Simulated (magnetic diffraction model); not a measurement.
**Tm₂AlCo₃ below its ordering temperature**

Space group R-3m (no. 166), a = 5.2820 Å, c = 11.4850 Å.

| site | atom | x | y | z |
| --- | --- | --- | --- | --- |
| 6c | Tm | 1/3 | 2/3 | 0.0314 |
| 9d | Co | 1/6 | 1/3 | 5/6 |
| 3a | Al | 0 | 0 | 0 |

The compound is invented for this exercise: a known structure type with other elements, its cell scaled to their sizes and not relaxed.

Only Tm and Co are taken to order (form factors of Tm3+ and Co2+); orders and moment sizes are assumed, and not adapted to the symmetry. Radiation: neutrons of λ = 1.594 Å, 5° to 65°; isotropic B of 0.33 Å² (Tm), 0.38 Å² (Co) and 0.41 Å² (Al). The intensities are simulated: I ∝ L Σ (|F_N|² + |F_M⊥|²) for unpolarised neutrons, with F_M = 2.695 fm/μB × Σ f(s) S exp(2πi Q·r) exp(−B s²) at Q = H ± k (one set where k and −k are equivalent), only the part normal to Q counting and L = 1/(sin²θ cos θ). For collinear order S is the moment m, which repeats by lattice and centring translations R with the sign exp(−2πi k·R). Form factors are spin-only for 3d ions and dipole or tabulated for f ions, scattering lengths are Sears's of 1992, and absorption is left out. A label names one of the reflections at its angle. The strongest nuclear line in the range is 100, and lines under 0.2 are left out.

Above the ordering temperature:

| 2θ (°) | index | I |
| --- | --- | --- |
| 21.62 | (1 0 1) | 6.9 |
| 24.03 | (0 0 3) | 9.6 |
| 25.74 | (0 1 2) | 0.3 |
| 35.13 | (1 1 0) | 53.2 |
| 38.26 | (1 0 4) | 32.2 |
| 41.62 | (0 2 1) | 30.4 |
| 43.02 | (1 1 3) | 100.0 |
| 44.06 | (2 0 2) | 12.6 |
| 45.69 | (0 1 5) | 21.5 |
| 49.21 | (0 0 6) | 11.0 |
| 52.91 | (0 2 4) | 0.9 |
| 55.57 | (2 1 1) | 2.4 |
| 58.91 | (2 0 5) | 0.5 |
| 61.89 | (1 1 6) | 6.8 |
| 62.14 | (1 0 7) | 4.7 |
| 63.03 | (3 0 0) | 18.9 |

Below it (cell unchanged):

| 2θ (°) | I |
| --- | --- |
| 21.62 | 184.1 |
| 24.03 | 23.1 |
| 25.74 | 12.9 |
| 35.13 | 214.7 |
| 38.26 | 89.3 |
| 41.62 | 87.3 |
| 43.02 | 208.9 |
| 44.06 | 12.9 |
| 45.69 | 29.0 |
| 49.21 | 11.9 |
| 52.91 | 34.1 |
| 55.57 | 45.7 |
| 57.56 | 3.4 |
| 58.91 | 4.5 |
| 61.89 | 12.1 |
| 62.14 | 14.2 |
| 63.03 | 54.9 |

**Question.** Find the propagation vector, then choose among these models:
A. collinear moments along [101], 5.8 μB on Tm and 1.11 μB on Co; signs + at (1/3, 2/3, 0.0314), − at (1/3, 2/3, 0.3019), − at (1/6, 1/3, 5/6), + at (1/3, 1/6, 1/6), + at (5/6, 1/6, 1/6)
B. collinear moments along [101], 5.8 μB on Tm and 1.11 μB on Co; signs + at (1/3, 2/3, 0.0314), + at (1/3, 2/3, 0.3019), − at (1/6, 1/3, 5/6), + at (1/3, 1/6, 1/6), + at (5/6, 1/6, 1/6)
C. collinear moments along [001], 5.8 μB on Tm and 1.11 μB on Co; signs + at (1/3, 2/3, 0.0314), − at (1/3, 2/3, 0.3019), − at (1/6, 1/3, 5/6), + at (1/3, 1/6, 1/6), + at (5/6, 1/6, 1/6)
D. collinear moments along [001], 5.8 μB on Tm and 1.11 μB on Co; signs + at (1/3, 2/3, 0.0314), + at (1/3, 2/3, 0.3019), − at (1/6, 1/3, 5/6), + at (1/3, 1/6, 1/6), + at (5/6, 1/6, 1/6)

No line moves, and magnetic intensity falls on nuclear lines such as the one at 21.62°, so the magnetic cell equals the chemical primitive cell: k = 0.

Magnetic intensity, observed (below minus above) and for each model:

| 2θ (°) | index | observed | A | B | C | D |
| --- | --- | --- | --- | --- | --- | --- |
| 21.62 | (1 0 1) | 177.2 | 255.4 | 177.2 | 270.7 | 194.2 |
| 25.74 | (0 1 2) | 12.6 | 229.4 | 12.6 | 223.8 | 11.3 |
| 35.13 | (1 1 0) | 161.5 | 3.5 | 161.5 | 4.1 | 173.6 |
| 38.26 | (1 0 4) | 57.1 | 4.9 | 57.1 | 3.6 | 41.6 |
| 43.02 | (1 1 3) | 108.9 | 49.0 | 108.9 | 49.3 | 111.7 |
| 44.06 | (2 0 2) | 0.3 | 83.2 | 0.3 | 88.5 | 0.3 |
| 57.56 | (1 2 2) | 3.2 | 88.8 | 3.2 | 95.6 | 3.4 |
| 63.03 | (3 0 0) | 36.0 | 0.5 | 36.0 | 0.5 | 40.0 |

Model B matches.

The structure used: k = (0 0 0), collinear moments along [101], 5.8 μB on Tm and 1.11 μB on Co; signs + at (1/3, 2/3, 0.0314), + at (1/3, 2/3, 0.3019), − at (1/6, 1/3, 5/6), + at (1/3, 1/6, 1/6), + at (5/6, 1/6, 1/6).
